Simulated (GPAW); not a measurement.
# Near-edge structure at the Zr L₃ edge of ZrS (Fm-3m)

How does the Zr L₃ edge of ZrS (Fm-3m) move when the bonds are compressed or stretched?

Main program and level: GPAW 26.7.0; X-ray absorption from dipole matrix elements to empty bands, plane-wave PAW LDA.

The database entry behind the starting cell differs from later determinations by our own check (an axis about 1.9 % long against later determinations), so it need not match the best structure at ambient conditions.

## Step 1: The structure

Symmetry: Fm-3m, No. 225, cubic system. Conventional cell: a = 5.250 Å, b = 5.250 Å, c = 5.250 Å, α = 90.00°, β = 90.00°, γ = 90.00°. Nearest to Zr lie 6 S at 2.62 Å. Nearest to S lie 6 Zr at 2.62 Å. Farther neighbours and most contacts between anions are not listed.

Coordinates:

```cif
data_structure
_symmetry_space_group_name_H-M 'P 1'
_symmetry_Int_Tables_number 1
_cell_length_a 3.7123
_cell_length_b 3.7123
_cell_length_c 3.7123
_cell_angle_alpha 60.000
_cell_angle_beta 60.000
_cell_angle_gamma 60.000
_cell_volume 36.18
loop_
_atom_site_label
_atom_site_type_symbol
_atom_site_fract_x
_atom_site_fract_y
_atom_site_fract_z
_atom_site_occupancy
Zr1 Zr 0.00000 0.00000 0.00000 1
S2 S 0.50000 0.50000 0.50000 1
```

## Step 2: Ground state of the crystal

The ground state comes first: it tells whether the system has a gap, which decides how the excited electron is treated.

The input, scf.py:

```python
import numpy as np
from ase import Atoms
from ase.parallel import parprint, paropen
from gpaw import GPAW, PW, FermiDirac, Mixer, MixerDif, setup_paths
from gpaw.test import gen
setup_paths.insert(0, '.')
gen('Zr', name='nch2p', xcname='LDA', corehole=(2, 1, 0), write_xml=True)
from gpaw.mpi import world
world.barrier()

atoms = Atoms('ZrS',
    cell=[[0, 2.625, 2.625],
     [2.625, 0, 2.625],
     [2.625, 2.625, 0]],
    scaled_positions=[[0, 0, 0],
     [0.5, 0.5, 0.5]],
    pbc=True)
atoms.calc = calc = GPAW(legacy_gpaw=True, mode=PW(430, force_complex_dtype=True), xc='LDA', setups={0: 'nch2p'},
    kpts={'size': (8, 8, 8), 'gamma': True}, occupations=FermiDirac(0.05),
    charge=0, mixer=Mixer(0.1, 5, 50), maxiter=150,
    convergence={'density': 0.0001, 'eigenstates': 1e-6}, txt='scf.txt')
energy = atoms.get_potential_energy() + calc.get_reference_energy()
ef = calc.get_fermi_level()
out = dict(energy=energy, fermi=ef, forces=atoms.get_forces().tolist())
parprint(f'all-electron energy {energy:.4f} eV, Fermi level {ef:.4f} eV')
ev = np.array([[calc.get_eigenvalues(k, s) for k in range(len(calc.get_ibz_k_points()))] for s in range(calc.get_number_of_spins())])
out['homo'], out['lumo'], out['counts'] = ev[ev < ef].max(), ev[ev > ef].min(), sorted(set((ev < ef).sum((0, 2)).tolist()))
out['filled'] = (ev[:, 0] < ef).sum(1).tolist()
import json
with paropen('out.json', 'w') as f:
    json.dump(out, f)
```

Run with:

```console
OMP_NUM_THREADS=1 mpirun -n 4 gpaw python scf.py
```

Numbers of over 12 decimals in the logs are rounded to 6 here.

What it wrote:

```text
Input parameters:
  convergence: {density: 0.0001,
                eigenstates: 1e-06}
  kpts: {gamma: True,
         size: (8, 8, 8)}
  maxiter: 150
  mixer: {backend: pulay,
          beta: 0.1,
          method: separate,
          nmaxold: 5,
          weight: 50}
  mode: {ecut: 430.0,
         force_complex_dtype: True,
         name: pw}
  occupations: {fixmagmom: False,
                name: fermi-dirac,
                width: 0.05}
  setups: {0: nch2p}

Initialize ...

[... PAW data sets ...]

Reference energy: -108611.146639  # eV

Spin-paired calculation

[... convergence settings ...]
Symmetries present (total): 48
  [... symmetry matrices ...]

512 k-points: 8 x 8 x 8 Monkhorst-Pack grid + [1/16,1/16,1/16]
29 k-points in the irreducible part of the Brillouin zone
       k-points in crystal coordinates                weights
   0:     0.00000000    0.00000000    0.00000000          1/512
   1:     0.12500000    0.12500000    0.00000000          6/512
   2:     0.12500000    0.12500000    0.12500000          8/512
   3:     0.25000000    0.12500000    0.12500000         12/512
   4:     0.25000000    0.25000000    0.00000000          6/512
   5:     0.25000000    0.25000000    0.12500000         24/512
   6:     0.25000000    0.25000000    0.25000000          8/512
   7:     0.37500000    0.25000000   -0.37500000         24/512
   8:     0.37500000    0.25000000    0.12500000         24/512
   9:     0.37500000    0.25000000    0.25000000         24/512
          ...
  28:     0.50000000    0.50000000    0.50000000          4/512

Wave functions: Plane wave expansion
  Cutoff energy: 430.000 eV
  Number of coefficients (min, max): 722, 754
  Pulay-stress correction: 0.000000 eV/Ang^3 (de/decut=0.000000)
  Using FFTW library
  Wavefunction extrapolation:
    Improved wavefunction reuse through dual PAW basis

Occupation numbers: Fermi-Dirac:
  width: 0.0500  # eV

Eigensolver
   Davidson(niter=2)

Densities:
  Coarse grid: 18*18*18 grid
  Fine grid: 36*36*36 grid
  Total Charge: 0.000000

Density mixing:
  Method: separate
  Backend: pulay
  Linear mixing parameter: 0.1
  old densities: 5
  Width of damping distribution: 1.1
  Damping of long wavelength oscillations: 50

[... Hamiltonian set-up ...]
Number of atoms: 2
Number of atomic orbitals: 17
Number of bands in calculation: 15
Number of valence electrons: 18
Bands to converge: occupied

... initialized

Initializing position-dependent things.

Density initialized from atomic densities
Creating initial wave functions:
  15 bands from LCAO basis set

               S

       Zr

Atomic positions and initial magnetic moments

Positions:
   0 Zr     0.000000    0.000000    0.000000    ( 0.0000,  0.0000,  0.0000)
   1 S      2.625000    2.625000    2.625000    ( 0.0000,  0.0000,  0.0000)

Unit cell:
           periodic     x           y           z      points  spacing
  1. axis:    yes    0.000000    2.625000    2.625000    18     0.1684
  2. axis:    yes    2.625000    0.000000    2.625000    18     0.1684
  3. axis:    yes    2.625000    2.625000    0.000000    18     0.1684

  Lengths:   3.712311   3.712311   3.712311
  Angles:   60.000000  60.000000  60.000000

Effective grid spacing dv^(1/3) = 0.1837

iter:   1   -16.010145
iter:   2   -16.036505   -0.89  -1.42
iter:   3   -15.975873   -1.52  -1.47
iter:   4   -15.973289   -2.89  -1.81
iter:   5   -15.980794c  -2.78  -1.81
iter:   6   -15.976143c  -2.56  -2.16
iter:   7   -15.976741c  -3.46  -2.73
iter:   8   -15.974848c  -3.69  -2.63
iter:   9   -15.974528c  -3.65  -3.03
iter:  10   -15.974538c  -4.78  -3.84
iter:  11   -15.974554c  -5.36  -3.83
iter:  12   -15.974546c  -6.53c -3.90
iter:  13   -15.974544c  -6.79c -4.16c

Converged after 13 iterations.

Dipole moment: (0.000000, -0.000000, -0.000000) |e|*Ang

Energy contributions relative to reference atoms: (reference = -108611.146639)

Kinetic:         +4.880231
Potential:       -5.045123
External:        +0.000000
XC:             -16.064922
Entropy (-ST):   -0.010581
Local:           +0.260562
SIC:             +0.000000
--------------------------
Free energy:    -15.979834
Extrapolated:   -15.974544

Showing only first 2 kpts
 Kpt  Band  Eigenvalues  Occupancy
  0     7      7.49002    2.00000
  0     8      9.62574    2.00000
  0     9      9.62574    2.00000
  0    10      9.62574    2.00000

  1     7      7.07121    2.00000
  1     8      9.21581    2.00000
  1     9     10.44380    1.99998
  1    10     10.56749    1.99982

Fermi level: 11.03276

No gap
No difference between direct/indirect transitions

Forces in eV/Ang:
  0 Zr    0.00000    0.00000    0.00000
  1 S     0.00000   -0.00000   -0.00000
Scalar-relativistic atomic LDA calculation for Zr (Zirconium, Z=40)
Core hole in 2p state (2p occupation: 6.0)
750 radial gridpoints.
|------------------------------------------------|
|------------------------------------------------|
[... the atom generator's iteration count ...]

Energy contributions:
-------------------------
Kinetic:    +3692.184684
XC:          -109.895672
Potential:  -7175.878938
-------------------------
Total:      -3593.589926

state      eigenvalue         ekin         rmax
-----------------------------------------------
1s^2.0 :  -653.661707   829.420089        0.024
2s^2.0 :   -90.610504   166.395580        0.137
2p^6.0 :   -80.908895   160.899875        0.109
3s^2.0 :   -14.826304    42.796876        0.409
3p^6.0 :   -11.658983    39.519476        0.402
3d^10.0:    -6.429220    34.321747        0.347
4s^2.0 :    -2.002506     9.091316        1.075
4p^6.0 :    -1.194731     7.176022        1.177
4d^2.0 :    -0.137296     2.906499        1.609
5s^2.0 :    -0.168580     1.087128        3.117
5p^0.0 :    -0.056877     0.560356        4.132
-----------------------------------------------
(units: Bohr and Hartree)

Generating PAW setup
Kinetic energy of the core from tauc = 3686.888234
Cutoffs:
rc(s)=2.500
rc(p)=2.520
rc(d)=2.350
rc(vbar)=2.400
rc(comp)=2.370
rc(nct)=2.520

Kinetic energy of the core states: 3622.958664
Charge: 0.0
Core electrons: 28.0
Valence electrons: 12.0
Pseudo-core charge: 0.001348
Shape function alpha=1.780
Pseudo-electron charge 7.301481
state    eigenvalue         norm
--------------------------------
4s(2) :    -2.002506     0.557300
5s(2) :    -0.168580     0.971584
4p(6) :    -1.194731     0.435762
5p(0) :    -0.056877     0.975807
4d(2) :    -0.137296     0.813898
*d    :     0.862704
--------------------------------

Diagonalizing with gridspacing h=0.050

state   all-electron     PAW
-------------------------------
4s:      -2.002506    -2.003001
4p:      -1.194731    -1.195441
4d:      -0.137296    -0.137746
*f:                    0.063130
-------------------------------
all-electron energy -108627.1212 eV, Fermi level 11.0328 eV
```

Run time: 6.7 s. Hardware: 4 MPI ranks of Arm Neoverse V1, shared host; peak memory 0.16 GiB.

The mesh shows no gap, so the system is treated as a metal and the core electron is put at the Fermi level (neutral cell).

## Step 3: Supercell without a hole, the energy reference

The photon energy needs a difference of total energies, so the cell and mesh of the coming hole run are first run without a hole.

Edit scf.py of step 2 so:

```diff
@@ -10,11 +10,21 @@
 
-atoms = Atoms('ZrS',
-    cell=[[0, 2.625, 2.625],
-     [2.625, 0, 2.625],
-     [2.625, 2.625, 0]],
+atoms = Atoms('Zr6S6',
+    cell=[[2.625, 5.25, 2.625],
+     [5.25, -2.625, -2.625],
+     [2.625, 2.625, -5.25]],
     scaled_positions=[[0, 0, 0],
-     [0.5, 0.5, 0.5]],
+     [0.5, 0.16666667, 0.16666667],
+     [0, 0.33333333, 0.33333333],
+     [0.5, 0.5, 0.5],
+     [0, 0.66666667, 0.66666667],
+     [0.5, 0.83333333, 0.83333333],
+     [0.75, 0.25, 0.75],
+     [0.25, 0.41666667, 0.91666667],
+     [0.75, 0.58333333, 0.08333333],
+     [0.25, 0.75, 0.25],
+     [0.75, 0.91666667, 0.41666667],
+     [0.25, 0.08333333, 0.58333333]],
     pbc=True)
 atoms.calc = calc = GPAW(legacy_gpaw=True, mode=PW(430, force_complex_dtype=True), xc='LDA', setups={0: 'nch2p'},
-    kpts={'size': (8, 8, 8), 'gamma': True}, occupations=FermiDirac(0.05),
+    kpts={'size': (4, 4, 4), 'gamma': True}, occupations=FermiDirac(0.1),
     charge=0, mixer=Mixer(0.1, 5, 50), maxiter=150,
```

What it wrote:

```text
Input parameters:
  convergence: {density: 0.0001,
                eigenstates: 1e-06}
  kpts: {gamma: True,
         size: (4, 4, 4)}
  maxiter: 150
  mixer: {backend: pulay,
          beta: 0.1,
          method: separate,
          nmaxold: 5,
          weight: 50}
  mode: {ecut: 430.0,
         force_complex_dtype: True,
         name: pw}
  occupations: {fixmagmom: False,
                name: fermi-dirac,
[...]
5s(2) :    -0.168580     0.971584
4p(6) :    -1.194731     0.435762
5p(0) :    -0.056877     0.975807
4d(2) :    -0.137296     0.813898
*d    :     0.862704
--------------------------------

Diagonalizing with gridspacing h=0.050

state   all-electron     PAW
-------------------------------
4s:      -2.002506    -2.003001
4p:      -1.194731    -1.195441
4d:      -0.137296    -0.137746
*f:                    0.063130
-------------------------------
all-electron energy -651762.6899 eV, Fermi level 10.9614 eV
[key lines of the parts left out:]
Converged after 15 iterations.
Dipole moment: (-0.000000, -0.000000, 0.000000) |e|*Ang
Free energy:    -95.960441
Fermi level: 10.96144
```

Run time: 52 s. Hardware: 4 MPI ranks; peak memory 0.31 GiB; 3.5 min of CPU time.

Reference energy: -651762.690 eV with the cores included.

(Continued in part 2 of 3.)

[Banner, clock and machine lines of the logs are left out without a mark of their own.]

[Logs are printed without paths, hosts, clocks, repeated set-up lines and the standing remarks that a program may print on its own settings, such as how far it seeks lower states.]

[Hosts, paths, dates, database ids (printed as entryN), source tags and the programs' standing remarks are cut or masked in the printed files.]

[Lists of maxima count a maximum above −3 eV only where it reaches 4 % of the highest in the window and stands out from its surroundings by 2 % of it (1.5 % where it reaches 55 %); shoulders and weaker maxima are passed over, and of the rest the first, up to two pre-edge ones and the few strongest are named.]
